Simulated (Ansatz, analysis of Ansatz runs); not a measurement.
## Does the charge change how C moves in MgAl2C2 (P-3m1)?

Aim: compare the barrier of one jump in MgAl2C2 (P-3m1) across charge states. The case: V_C hop (3.3 Å), in a cell of 90 host atoms with 1 C taken out.

Main program and level: analysis of Ansatz runs 0.2.0; migration barriers of one hop by charge state from climbing-image bands, PBEsol; no image-charge correction, which largely cancels along a path.

## (1) The structure

The cell holds 89 atoms: 18 Mg, 36 Al and 35 C. Cell: a = 10.127 Å, b = 10.127 Å, c = 11.549 Å, α = 90.0°, β = 90.0°, γ = 120.0°. It derives from MgAl2C2 (space group P-3m1). Nearest the centre at fractional (0.500, 0.333, 0.250): Al42 at 1.30 Å, Al33 at 1.31 Å, C34 at 1.65 Å, Al32 at 2.72 Å, Al2 at 2.72 Å, Al72 at 2.72 Å, Al43 at 2.72 Å, C73 at 2.90 Å.

Structure file:

```xyz
89
Lattice="10.1268 0.0000 0.0000 -5.0634 8.7701 0.0000 0.0000 0.0000 11.5491" Properties=species:S:1:pos:R:3 pbc="T T T"
Mg    0.0000    0.0000    0.0000
Al    1.6878    0.9745    2.0211
Al    0.0000    1.9489    3.7535
C     0.0000    1.9489    1.5552
C     1.6878    0.9745    4.2194
Mg    0.0000    0.0000    5.7746
Al    1.6878    0.9745    7.7957
Al    0.0000    1.9489    9.5280
C     0.0000    1.9489    7.3298
C     1.6878    0.9745    9.9939
Mg   -1.6878    2.9234    0.0000
Al    0.0000    3.8978    2.0211
Al   -1.6878    4.8723    3.7535
C    -1.6878    4.8723    1.5552
C     0.0000    3.8978    4.2194
Mg   -1.6878    2.9234    5.7746
Al    0.0000    3.8978    7.7957
Al   -1.6878    4.8723    9.5280
C    -1.6878    4.8723    7.3298
C     0.0000    3.8978    9.9939
Mg   -3.3756    5.8467    0.0000
Al   -1.6878    6.8212    2.0211
Al   -3.3756    7.7956    3.7535
C    -3.3756    7.7956    1.5552
C    -1.6878    6.8212    4.2194
Mg   -3.3756    5.8467    5.7746
Al   -1.6878    6.8212    7.7957
Al   -3.3756    7.7956    9.5280
C    -3.3756    7.7956    7.3298
C    -1.6878    6.8212    9.9939
Mg    3.3756    0.0000    0.0000
Al    5.0634    0.9745    2.0211
Al    3.3756    1.9489    3.7535
C     3.3756    1.9489    1.5552
C     5.0634    0.9745    4.2194
Mg    3.3756    0.0000    5.7746
Al    5.0634    0.9745    7.7957
Al    3.3756    1.9489    9.5280
C     3.3756    1.9489    7.3298
C     5.0634    0.9745    9.9939
Mg    1.6878    2.9234    0.0000
Al    3.3756    3.8978    2.0211
Al    1.6878    4.8723    3.7535
C     1.6878    4.8723    1.5552
Mg    1.6878    2.9234    5.7746
Al    3.3756    3.8978    7.7957
Al    1.6878    4.8723    9.5280
C     1.6878    4.8723    7.3298
C     3.3756    3.8978    9.9939
Mg    0.0000    5.8467    0.0000
Al    1.6878    6.8212    2.0211
Al    0.0000    7.7956    3.7535
C     0.0000    7.7956    1.5552
C     1.6878    6.8212    4.2194
Mg    0.0000    5.8467    5.7746
Al    1.6878    6.8212    7.7957
Al    0.0000    7.7956    9.5280
C     0.0000    7.7956    7.3298
C     1.6878    6.8212    9.9939
Mg    6.7512    0.0000    0.0000
Al    8.4390    0.9745    2.0211
Al    6.7512    1.9489    3.7535
C     6.7512    1.9489    1.5552
C     8.4390    0.9745    4.2194
Mg    6.7512    0.0000    5.7746
Al    8.4390    0.9745    7.7957
Al    6.7512    1.9489    9.5280
C     6.7512    1.9489    7.3298
C     8.4390    0.9745    9.9939
Mg    5.0634    2.9234    0.0000
Al    6.7512    3.8978    2.0211
Al    5.0634    4.8723    3.7535
C     5.0634    4.8723    1.5552
C     6.7512    3.8978    4.2194
Mg    5.0634    2.9234    5.7746
Al    6.7512    3.8978    7.7957
Al    5.0634    4.8723    9.5280
C     5.0634    4.8723    7.3298
C     6.7512    3.8978    9.9939
Mg    3.3756    5.8467    0.0000
Al    5.0634    6.8212    2.0211
Al    3.3756    7.7956    3.7535
C     3.3756    7.7956    1.5552
C     5.0634    6.8212    4.2194
Mg    3.3756    5.8467    5.7746
Al    5.0634    6.8212    7.7957
Al    3.3756    7.7956    9.5280
C     3.3756    7.7956    7.3298
C     5.0634    6.8212    9.9939
```

The cell's shortest repeat is 10.1 Å.

## (2) The bands

Climbing-image bands with Ansatz at one point at (¼, ¼, ¼), on 1 × NVIDIA GB200 with 32 threads of Arm Neoverse V2, shared host:

```csv
charge,moment (μB),images,iterations,energies along the band (eV),time
+4,0,5,9,"0.00, 0.80, 2.33, 3.61, 2.32, 0.79, 0.00",15 s
0,0,5,11,"0.00, 0.54, 2.29, 3.99, 2.61, 0.67, 0.00",16 s
```

## (3) Barriers and rates

Arrhenius rates with an assumed prefactor of 1e13 per second. Table of hop rate by temperature:

```csv
temperature (K),charge +4 (1/s),charge +0 (1/s)
200,1.4e-78,2.3e-88
300,2.6e-48,8.0e-55
400,3.7e-33,4.8e-38
600,5.1e-18,2.8e-21
800,1.9e-10,6.9e-13
1000,6.7e-6,7.4e-8
```

## (4) Summary of results

| Item | Value |
| --- | --- |
| barrier at charge plus 4 | 3.61 eV |
| barrier at charge 0 | 3.99 eV |

What this shows: The barrier is lowest at charge +4 (3.61 eV) and highest at 0 (3.99 eV). No image-charge correction is applied. The order of the top as a saddle was not checked for all atoms, so a bent path could be lower. Limits: one k-point off the zone centre stands for the whole zone.

[Logs are printed without paths, hosts, clocks, repeated set-up lines and the standing remarks that a program may print on its own settings, such as how far it seeks lower states.]

[Hosts, paths, dates, database ids (printed as entryN), source tags and the programs' standing remarks are cut or masked in the printed files.]
